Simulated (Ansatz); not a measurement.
# Ca on Au(111): change of the work function, part 2 of 5

How does Ca on the bridge site change the work function of Au(111) as the layer fills?

Ansatz 0.2.0; plane-wave DFT, PBE, Ansatz PAW.

So far, work function, upper face (eV): step 2 (the clean slab) 5.16.

### 3. Adsorbate added, k-mesh 4×4×1, coverage 0.111 ML

System of this step: Ca/Au(111). The cell holds 37 atoms: 36 Au and 1 Ca. Its edges and angles: a = 8.655 Å, b = 8.655 Å, c = 28.233 Å, α = 90.0°, β = 90.0°, γ = 60.0°. Vacuum lies along c.

The clean slab as it ended is repeated in the plane and the adsorbate is set on one face; the cell's size fixes the coverage, and the k-mesh shrinks with it to keep the sampling density about even. Adsorbate and upper layers relax, since the dipole depends on the height.

The input, input.yaml:

```yaml
crystal:
  lattice:
    - [8.6549870016, 0.0, 0.0]
    - [4.3274935008, 7.4954386128, 0.0]
    - [0.0, 0.0, 28.2334116221]
  atoms:
    - { symbol: Au, position: [0.0, 0.0, 0.318771253] }
    - { symbol: Au, position: [0.1111111111, 0.1111111111, 0.4022039295] }
    - { symbol: Au, position: [0.2222222222, 0.2222222222, 0.4885202996] }
    - { symbol: Au, position: [0.0, 0.0, 0.577049975] }
    - { symbol: Au, position: [0.0, 0.3333333333, 0.318771253] }
    - { symbol: Au, position: [0.1111111111, 0.4444444444, 0.4022039295] }
    - { symbol: Au, position: [0.2222222222, 0.5555555556, 0.4885202996] }
    - { symbol: Au, position: [0.0, 0.3333333333, 0.577049975] }
    - { symbol: Au, position: [0.0, 0.6666666667, 0.318771253] }
    - { symbol: Au, position: [0.1111111111, 0.7777777778, 0.4022039295] }
    - { symbol: Au, position: [0.2222222222, 0.8888888889, 0.4885202996] }
    - { symbol: Au, position: [0.0, 0.6666666667, 0.577049975] }
    - { symbol: Au, position: [0.3333333333, 0.0, 0.318771253] }
    - { symbol: Au, position: [0.4444444444, 0.1111111111, 0.4022039295] }
    - { symbol: Au, position: [0.5555555556, 0.2222222222, 0.4885202996] }
    - { symbol: Au, position: [0.3333333333, 0.0, 0.577049975] }
    - { symbol: Au, position: [0.3333333333, 0.3333333333, 0.318771253] }
    - { symbol: Au, position: [0.4444444444, 0.4444444444, 0.4022039295] }
    - { symbol: Au, position: [0.5555555556, 0.5555555556, 0.4885202996] }
    - { symbol: Au, position: [0.3333333333, 0.3333333333, 0.577049975] }
    - { symbol: Au, position: [0.3333333333, 0.6666666667, 0.318771253] }
    - { symbol: Au, position: [0.4444444444, 0.7777777778, 0.4022039295] }
    - { symbol: Au, position: [0.5555555556, 0.8888888889, 0.4885202996] }
    - { symbol: Au, position: [0.3333333333, 0.6666666667, 0.577049975] }
    - { symbol: Au, position: [0.6666666667, 0.0, 0.318771253] }
    - { symbol: Au, position: [0.7777777778, 0.1111111111, 0.4022039295] }
    - { symbol: Au, position: [0.8888888889, 0.2222222222, 0.4885202996] }
    - { symbol: Au, position: [0.6666666667, 0.0, 0.577049975] }
    - { symbol: Au, position: [0.6666666667, 0.3333333333, 0.318771253] }
    - { symbol: Au, position: [0.7777777778, 0.4444444444, 0.4022039295] }
    - { symbol: Au, position: [0.8888888889, 0.5555555556, 0.4885202996] }
    - { symbol: Au, position: [0.6666666667, 0.3333333333, 0.577049975] }
    - { symbol: Au, position: [0.6666666667, 0.6666666667, 0.318771253] }
    - { symbol: Au, position: [0.7777777778, 0.7777777778, 0.4022039295] }
    - { symbol: Au, position: [0.8888888889, 0.8888888889, 0.4885202996] }
    - { symbol: Au, position: [0.6666666667, 0.6666666667, 0.577049975] }
    - { symbol: Ca, position: [0.1666666667, 0.0, 0.681228747] }
kpoints:
  mp_grid: { grid: [4, 4, 1] }
hamiltonian:
  xc: pbe
scf:
  occupations: { method: fermi_dirac, width: 0.1 }
  convergence: { dr2_threshold: 1.0e-08 }
efield:
  axis: 3
  dipole_correction: true
  ramp_position: 0.97
  ramp_width: 0.06
relax:
  f_tol: 0.02
  max_steps: 60
  constraints:
    - { sites: [0, 1, 4, 5, 8, 9, 12, 13, 16, 17, 20, 21, 24, 25, 28, 29, 32, 33] }
output:
  bader: true
  write_potential: true
  write_density: true
  volumetric_format: npy
```

On the command line:

```console
ansatz run input.yaml --threads 4 --pin off --max-ram 12288MiB --backend cpu --events-out ev --progress --plain --runs-dir out
```

Numbers of over 12 decimals in the logs are rounded to 6 here.

What it wrote:

```text
[...]
Crystal: 37 atoms, lattice volume = 1831.584 Å³
Basis set: ecut = 420 eV, 35837 PW (Γ), exchange–correlation on 120×120×384 points (8 copies of the dense FFT grid, shifted against one another)
Bands: 417, of which v1, the nominal top of the filled ones, is band 347 counted from 1 (346 counted from 0)
Symmetry: 2 space group operations
[...]
k-points: 7 of 16 (time reversal used)
[...]
SCF iter   1: F=—  HF=-475187.369310 eV  |F-HF|=—  |Δ(HF+E_count)|=         —  Δρ=3.13e-3  dr2=3.78e0  ethr=1.77e-3  p=0.753 e·Å  D=7.44e-2 V/Å  ΔV_dip=-2.10 eV  dr2_dipole=9.00e-2  V_vac-E_F(+/−)=2.55/4.65 eV  ⟨swp⟩=8.3  Hψ=12247  notcnv=0  defer=200
[...]
SCF iter  12: F=-475187.247647 eV  HF=-475187.247647 eV  |F-HF|=2.79e-9  |Δ(HF+E_count)|=   1.37e-8  Δρ=2.22e-7  dr2=7.30e-9  ethr=1.44e-12  p=0.827 e·Å  D=8.17e-2 V/Å  ΔV_dip=-2.31 eV  dr2_dipole=9.68e-11  V_vac-E_F(+/−)=2.83/5.14 eV  ⟨swp⟩=9.0  Hψ=18144  notcnv=0
SCF 1 converged in 12 iterations: F = -475187.247647 eV  dr2 = 7.30e-9
[...]
relax step   1: F+E_penalty+E_count = -475187.24764726 eV  Δ(F+E_penalty+E_count) = +0.000e0 eV  max|allowed force component| = 1.646e0 eV/Å  Δτ_max = 0.0000 Å  (12 SCF iters, accepted)
[...]
SCF iter   9: F=-475187.616841 eV  HF=-475187.616841 eV  |F-HF|=6.98e-9  |Δ(HF+E_count)|=   1.79e-8  Δρ=3.13e-7  dr2=3.58e-9  ethr=1.44e-12  p=0.886 e·Å  D=8.75e-2 V/Å  ΔV_dip=-2.47 eV  dr2_dipole=2.56e-10  V_vac-E_F(+/−)=2.67/5.15 eV  ⟨swp⟩=9.7  Hψ=19151  notcnv=0
SCF 2 converged in 9 iterations: F = -475187.616841 eV  dr2 = 3.58e-9
relax step   2: F+E_penalty+E_count = -475187.61684099 eV  Δ(F+E_penalty+E_count) = -3.692e-1 eV  max|allowed force component| = 1.563e0 eV/Å  Δτ_max = 0.1949 Å  (9 SCF iters, accepted)
SCF iter   1: F=—  HF=-475187.937007 eV  |F-HF|=—  |Δ(HF+E_count)|=         —  Δρ=1.66e-3  dr2=7.46e-2  ethr=1.12e-4  p=0.886 e·Å  D=8.75e-2 V/Å  ΔV_dip=-2.47 eV  dr2_dipole=2.45e-3  V_vac-E_F(+/−)=2.68/5.15 eV  ⟨swp⟩=7.7  Hψ=11054  notcnv=0  defer=257
[...]
SCF iter  10: F=-475187.921669 eV  HF=-475187.921669 eV  |F-HF|=1.07e-8  |Δ(HF+E_count)|=   2.40e-8  Δρ=2.29e-7  dr2=2.27e-9  ethr=1.44e-12  p=0.948 e·Å  D=9.37e-2 V/Å  ΔV_dip=-2.64 eV  dr2_dipole=4.96e-11  V_vac-E_F(+/−)=2.50/5.15 eV  ⟨swp⟩=9.0  Hψ=18454  notcnv=0
SCF 3 converged in 10 iterations: F = -475187.921669 eV  dr2 = 2.27e-9
relax step   3: F+E_penalty+E_count = -475187.92166878 eV  Δ(F+E_penalty+E_count) = -3.048e-1 eV  max|allowed force component| = 1.025e0 eV/Å  Δτ_max = 0.1951 Å  (10 SCF iters, accepted)
[...]
relax step   4: F+E_penalty+E_count = -475188.07880080 eV  Δ(F+E_penalty+E_count) = -1.571e-1 eV  max|allowed force component| = 2.387e-1 eV/Å  Δτ_max = 0.1948 Å  (10 SCF iters, accepted)
[...]
relax step   5: F+E_penalty+E_count = -475188.14083993 eV  Δ(F+E_penalty+E_count) = -6.204e-2 eV  max|allowed force component| = 4.382e-1 eV/Å  Δτ_max = 0.2000 Å  (10 SCF iters, accepted)
[...]
relax step   6: F+E_penalty+E_count = -475188.18002176 eV  Δ(F+E_penalty+E_count) = -3.918e-2 eV  max|allowed force component| = 3.578e-2 eV/Å  Δτ_max = 0.0969 Å  (9 SCF iters, accepted)
SCF iter   1: F=—  HF=-475188.179437 eV  |F-HF|=—  |Δ(HF+E_count)|=         —  Δρ=4.51e-4  dr2=4.33e-3  ethr=4.70e-6  p=0.924 e·Å  D=9.13e-2 V/Å  ΔV_dip=-2.58 eV  dr2_dipole=3.09e-4  V_vac-E_F(+/−)=2.56/5.14 eV  ⟨swp⟩=3.1  Hψ=6624  notcnv=0  defer=291
[...]
SCF iter   8: F=-475188.181172 eV  HF=-475188.181172 eV  |F-HF|=1.15e-8  |Δ(HF+E_count)|=   3.96e-8  Δρ=2.81e-7  dr2=3.10e-9  ethr=1.44e-12  p=0.926 e·Å  D=9.14e-2 V/Å  ΔV_dip=-2.58 eV  dr2_dipole=4.28e-11  V_vac-E_F(+/−)=2.56/5.14 eV  ⟨swp⟩=9.6  Hψ=18791  notcnv=0
SCF 7 converged in 8 iterations: F = -475188.181172 eV  dr2 = 3.10e-9
relax step   7: F+E_penalty+E_count = -475188.18117170 eV  Δ(F+E_penalty+E_count) = -1.150e-3 eV  max|allowed force component| = 7.446e-3 eV/Å  Δτ_max = 0.0341 Å  (8 SCF iters, accepted)
NSCF: frozen V_eff on 7 k-points
[...]
WARN: The output density's exchange-correlation potential varies sharply where the density is thin. Do not read a vacuum level from v_tot or v_xc, or from such a field of the output density. On a cell that repeats whose density bears no net charge and no dipole along the vacuum's axis use v_es (v_loc + v_h of the components); under efield.dipole_correction with no amplitude use v_es + v_field, which holds any externa [...]
SCF converged after 8 iterations
Free energy (F): -475188.181172 eV
[...]
Internal energy: -475187.531178 eV  (E = F + TS)
E sigma→0 (E₀):  -475187.856175 eV
Entropy (-TS):   -0.649994 eV (-17.567 meV/atom)
Fermi energy:    4.532264 eV
Dipole field:    D = 0.091450 V/Å  (p = 0.925658 e·Å, saw-weighted, corrected)
Work function:   Φ+ = 2.5590 eV   Φ− = 5.1410 eV
[...]
--- Forces (eV/Å), atoms counted from 1 ---
  atom   1  Au     0.00631511     0.00072492    -0.51676291
  atom   2  Au     0.00000000     0.02016809     0.42905366
  atom   3  Au    -0.00086560    -0.00018077    -0.00299729
  atom   4  Au     0.00566804    -0.00093245     0.00002356
  atom   5  Au    -0.00000000    -0.00704127    -0.51814279
  atom   6  Au    -0.01501195     0.03546620     0.55773072
  atom   7  Au     0.00032076     0.00058649    -0.00205087
  atom   8  Au     0.00000000     0.00247770     0.00529853
  atom   9  Au    -0.00825673     0.00428828    -0.47970740
  atom  10  Au     0.02866612    -0.05712892     0.47449100
  atom  11  Au    -0.00000000     0.00010067     0.00034642
  atom  12  Au    -0.00063997    -0.00226140    -0.00024599
  atom  13  Au    -0.00631511     0.00072492    -0.51676291
  atom  14  Au     0.04233229     0.04661294     0.48809802
  atom  15  Au    -0.00000000     0.00069755    -0.00089729
  atom  16  Au    -0.00566804    -0.00093245     0.00002356
  atom  17  Au     0.00100538    -0.00328670    -0.48753839
  atom  18  Au     0.00000000     0.00210458     0.58813421
  atom  19  Au    -0.00032076     0.00058649    -0.00205087
  atom  20  Au    -0.00011143     0.00182473     0.00048612
  atom  21  Au    -0.00000000     0.00374455    -0.50024454
  atom  22  Au    -0.02866612    -0.05712892     0.47449100
  atom  23  Au    -0.00026271     0.00009600    -0.00193348
  atom  24  Au     0.00000000     0.00355640     0.00300228
  atom  25  Au    -0.00000000    -0.00671423    -0.51040144
  atom  26  Au    -0.04233229     0.04661294     0.48809802
  atom  27  Au     0.00086560    -0.00018077    -0.00299729
  atom  28  Au     0.00000000     0.00240127     0.00744589
  atom  29  Au    -0.00100538    -0.00328670    -0.48753839
  atom  30  Au     0.01501195     0.03546620     0.55773072
  atom  31  Au    -0.00000000    -0.00029363    -0.00354277
  atom  32  Au     0.00011143     0.00182473     0.00048612
  atom  33  Au     0.00825673     0.00428828    -0.47970740
  atom  34  Au     0.00000000    -0.06810575     0.44069037
  atom  35  Au     0.00026271     0.00009600    -0.00193348
  atom  36  Au     0.00063997    -0.00226140    -0.00024599
  atom  37  Ca    -0.00000000    -0.00468763     0.00001946
  max |Σ_I F_I| component: 5.18e-5 eV/Å
--- Band table (eV; the first three rows and the last of 7) ---
  k-point 0: bands = [... 343 lower, 2.8094, 3.4756, 3.4932, 3.5499, 3.6066, 3.6524, 3.6851, 4.2414, ... 66 higher]
  k-point 1: bands = [... 343 lower, 3.3836, 3.4163, 3.4492, 3.6207, 4.4530, 4.4781, 4.6974, 4.7773, ... 66 higher]
  k-point 2: bands = [... 343 lower, 4.5201, 4.5348, 4.5365, 4.5455, 4.9882, 5.0077, 5.0234, 5.0315, ... 66 higher]
  k-point 6: bands = [... 343 lower, 4.4481, 4.4884, 4.5118, 4.5410, 4.5542, 4.6085, 4.9914, 5.0386, ... 66 higher]
--- Relaxed structure (7 steps of the walk, 7 accepted, 0 SCFs on fresh bases) ---
  F+E_penalty+E_count = -475188.18117170 eV   max|allowed force component| = 7.446e-3 eV/Å
  atoms:
    - { symbol: Au, position: [1.6666657356025487e-11, 0.0, 0.318771] }
    - { symbol: Au, position: [0.111111, 0.111111, 0.402204] }
    - { symbol: Au, position: [0.220607, 0.225260, 0.488389] }
    - { symbol: Au, position: [-0.014214, 0.00334077, 0.573470] }
    - { symbol: Au, position: [1.6666640290097234e-11, 0.333333, 0.318771] }
    - { symbol: Au, position: [0.111111, 0.444444, 0.402204] }
    - { symbol: Au, position: [0.222562, 0.556581, 0.490210] }
    - { symbol: Au, position: [0.00245769, 0.328418, 0.584968] }
    - { symbol: Au, position: [-3.333339160249693e-11, 0.666667, 0.318771] }
    - { symbol: Au, position: [0.111111, 0.777778, 0.402204] }
    - { symbol: Au, position: [0.222215, 0.888903, 0.488273] }
    - { symbol: Au, position: [-0.000551641, 0.665374, 0.581029] }
    - { symbol: Au, position: [0.333333, 0.0, 0.318771] }
    - { symbol: Au, position: [0.444444, 0.111111, 0.402204] }
    - { symbol: Au, position: [0.554966, 0.223401, 0.490120] }
    - { symbol: Au, position: [0.344206, 0.00334077, 0.573470] }
    - { symbol: Au, position: [0.333333, 0.333333, 0.318771] }
    - { symbol: Au, position: [0.444444, 0.444444, 0.402204] }
    - { symbol: Au, position: [0.554190, 0.556581, 0.490210] }
    - { symbol: Au, position: [0.331343, 0.339718, 0.580728] }
    - { symbol: Au, position: [0.333333, 0.666667, 0.318771] }
    - { symbol: Au, position: [0.444444, 0.777778, 0.402204] }
    - { symbol: Au, position: [0.558063, 0.887433, 0.487561] }
    - { symbol: Au, position: [0.329164, 0.675005, 0.584587] }
    - { symbol: Au, position: [0.666667, 0.0, 0.318771] }
    - { symbol: Au, position: [0.777778, 0.111111, 0.402204] }
    - { symbol: Au, position: [0.887466, 0.225260, 0.488389] }
    - { symbol: Au, position: [0.665771, 0.00179186, 0.580424] }
    - { symbol: Au, position: [0.666667, 0.333333, 0.318771] }
    - { symbol: Au, position: [0.777778, 0.444444, 0.402204] }
    - { symbol: Au, position: [0.889477, 0.554380, 0.490837] }
    - { symbol: Au, position: [0.662272, 0.339718, 0.580728] }
    - { symbol: Au, position: [0.666667, 0.666667, 0.318771] }
    - { symbol: Au, position: [0.777778, 0.777778, 0.402204] }
    - { symbol: Au, position: [0.887838, 0.887433, 0.487561] }
    - { symbol: Au, position: [0.668511, 0.665374, 0.581029] }
    - { symbol: Ca, position: [0.168645, -0.00395766, 0.654030] }
--- Bader charges: 37 sites ---
  site symbol  charge [e]  shift [e]
     0     Au     -0.0249     0.0000
     1     Au      0.0308     0.0000
     2     Au     -0.0037     0.0000
     3     Au     -0.2734     0.0000
     4     Au     -0.0259     0.0000
     5     Au      0.0327     0.0000
     6     Au      0.0043     0.0000
     7     Au     -0.2316     0.0000
     8     Au     -0.0242     0.0000
     9     Au      0.0316     0.0000
    10     Au     -0.0094     0.0000
    11     Au     -0.0763     0.0000
    12     Au     -0.0249     0.0000
    13     Au      0.0345     0.0000
    14     Au      0.0124     0.0000
    15     Au     -0.2735     0.0000
    16     Au     -0.0232     0.0000
    17     Au      0.0342     0.0000
    18     Au      0.0043     0.0000
    19     Au     -0.0713     0.0000
    20     Au     -0.0263     0.0000
    21     Au      0.0316     0.0000
    22     Au     -0.0053     0.0000
    23     Au     -0.2460     0.0000
    24     Au     -0.0271     0.0000
    25     Au      0.0345     0.0000
    26     Au     -0.0037     0.0000
    27     Au     -0.0701     0.0000
    28     Au     -0.0232     0.0000
    29     Au      0.0328     0.0000
    30     Au      0.0012     0.0000
    31     Au     -0.0713     0.0000
    32     Au     -0.0242     0.0000
    33     Au      0.0274     0.0000
    34     Au     -0.0053     0.0000
    35     Au     -0.0763     0.0000
    36     Ca      1.3289     0.0000
  estimated error of the sums over rays = 3.5e-4 e
```

The job ended after 36 min (4 threads of Arm Neoverse V1, shared host; peak memory 8.3 GiB; 2.3 h of CPU time).

The steps of the relaxation:

```
step  energy less that of the first step (eV)  largest force component (eV/Å)
   1                                   0.0000                          1.6463
   2                                  -0.3692                          1.5628
   3                                  -0.6740                          1.0250
   4                                  -0.8312                          0.2387
   5                                  -0.8932                          0.4382
   6                                  -0.9324                          0.0358
   7                                  -0.9335                          0.0074
```

The run keeps the 2 symmetry operations that it works with, so distortions that break them were not tested.

The atoms that moved most (Å):

```
atom      dx      dy      dz  length
Ca37   0.000  -0.030  -0.768   0.768
 Au8   0.000  -0.037   0.224   0.227
Au24   0.000   0.062   0.213   0.222
 Au4  -0.109   0.025  -0.101   0.150
Au16   0.109   0.025  -0.101   0.150
Au32  -0.010   0.048   0.104   0.115
Au20   0.010   0.048   0.104   0.115
Au36   0.010  -0.010   0.112   0.113
```

The relaxed structure:

```xyz
37
Lattice="8.6550 0.0000 0.0000 4.3275 7.4954 0.0000 0.0000 0.0000 28.2334" Properties=species:S:1:pos:R:3
Au    0.0000    0.0000    9.0000
Au    1.4425    0.8328   11.3556
Au    2.8842    1.6884   13.7889
Au   -0.1086    0.0250   16.1910
Au    1.4425    2.4985    9.0000
Au    2.8850    3.3313   11.3556
Au    4.3349    4.1718   13.8403
Au    1.4425    2.4616   16.5157
Au    2.8850    4.9970    9.0000
Au    4.3275    5.8298   11.3556
Au    5.7700    6.6627   13.7856
Au    2.8746    4.9873   16.4044
Au    2.8850    0.0000    9.0000
Au    4.3275    0.8328   11.3556
Au    5.7700    1.6745   13.8378
Au    2.9936    0.0250   16.1910
Au    4.3275    2.4985    9.0000
Au    5.7700    3.3313   11.3556
Au    7.2051    4.1718   13.8403
Au    4.3379    2.5463   16.3959
Au    5.7700    4.9970    9.0000
Au    7.2125    5.8298   11.3556
Au    8.6704    6.6517   13.7655
Au    5.7700    5.0595   16.5049
Au    5.7700    0.0000    9.0000
Au    7.2125    0.8328   11.3556
Au    8.6558    1.6884   13.7889
Au    5.7700    0.0134   16.3873
Au    7.2125    2.4985    9.0000
Au    8.6550    3.3313   11.3556
Au   10.0975    4.1553   13.8580
Au    7.2021    2.5463   16.3959
Au    8.6550    4.9970    9.0000
Au   10.0975    5.8298   11.3556
Au   11.5246    6.6517   13.7655
Au    8.6654    4.9873   16.4044
Ca    1.4425   -0.0297   18.4655
```

This step gave:

| Quantity | Value |
| --- | --- |
| energy at zero smearing | -475187.8562 eV |
| work function, upper face | 2.559 eV |
| work function, lower face | 5.141 eV |
| dipole along the normal | 0.9257 e·Å |
| step between the vacuum levels | -2.582 eV |

Running mean over 2.356 Å of the planar mean; the ramp of the sawtooth is left out. Table of electron's electrostatic potential energy less the Fermi level by z:

```
z (Å)  electron's electrostatic potential energy less the Fermi level (eV)
    4                                                                 5.14
    5                                                                 5.14
    6                                                                 5.08
    7                                                                 4.07
    8                                                                -3.41
    9                                                                -8.25
   10                                                                -8.61
   11                                                                -8.69
   12                                                                -8.16
   13                                                                -7.95
   14                                                                -8.37
   15                                                                -6.71
   16                                                                -7.96
   17                                                                -6.89
   18                                                              -0.0995
   19                                                                 1.90
   20                                                                 2.31
   21                                                                 2.52
   22                                                                 2.55
   23                                                                 2.56
   24                                                                 2.56
   25                                                                 2.56
```

The relaxation took 7 steps and lowered the energy by 0.93 eV; the largest force on the free atoms ends at 0.0074 eV/Å.

The covered face has 2.56 eV, -2.60 eV against the clean one; the bare back face has moved by +0.05 eV, a measure of how thin the slab is.

(Continued in part 3 of 5.)

[Logs are printed without paths, hosts, clocks, repeated set-up lines and the standing remarks that a program may print on its own settings, such as how far it seeks lower states.]

[Hosts, paths, dates, database ids (printed as entryN), source tags and the programs' standing remarks are cut or masked in the printed files.]

[Maps of the electrostatic potential energy from Ansatz leave out the sawtooth potential of an applied field or a dipole correction, so their vacuum need not be flat; planar profiles and work functions include it.]
